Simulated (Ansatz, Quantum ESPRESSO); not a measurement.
# O on top sites of TaN(001): the work function of the upper face at a withheld member of a series

How the rows were computed: Quantum ESPRESSO 7.5, PBE, GBRV ultrasoft. Slabs of 3 layers, covered on the upper face; adsorbates and the top layer relax in a periodic cell, the rest is held (the clean slab relaxes both outer layers); a run under open boundaries (ESM, bc1) gives both vacuum levels. Cells of one to 6 surface sites carry the coverages, on meshes of like density; cold smearing of 0.02 Ry. The slabs take the lattice constants of the bulk relaxed by the same program. The series steps the coverage.

```
 coverage  work function of the upper face (eV)
     0 ML                                 3.363
0.1667 ML                                 4.550
  0.25 ML                                 4.909
0.3333 ML                                 5.365
   0.5 ML                                 6.243
0.6667 ML                                 6.660
  0.75 ML                                 7.022
```

**Question.** What is the work function of the upper face at 1 ML?

**Worked estimate.** The rows at 0.6667 ML and 0.75 ML give a slope of (7.022 − (6.660))/(0.75 − (0.6667)) = 4.346, so a straight line gives 8.108 eV. A parabola through these and the row at 0.5 ML gives 8.723 eV.

**Check.** 7.713 eV. The line misses by +0.395 and the parabola by +1.010 eV. The line does better here.

Caveats: Thin slabs, one site and one ordered pattern a coverage; no reconstruction or subsurface sites; meshes differ a little between cells.

[Logs are printed without paths, hosts, clocks, repeated set-up lines and the standing remarks that a program may print on its own settings, such as how far it seeks lower states.]
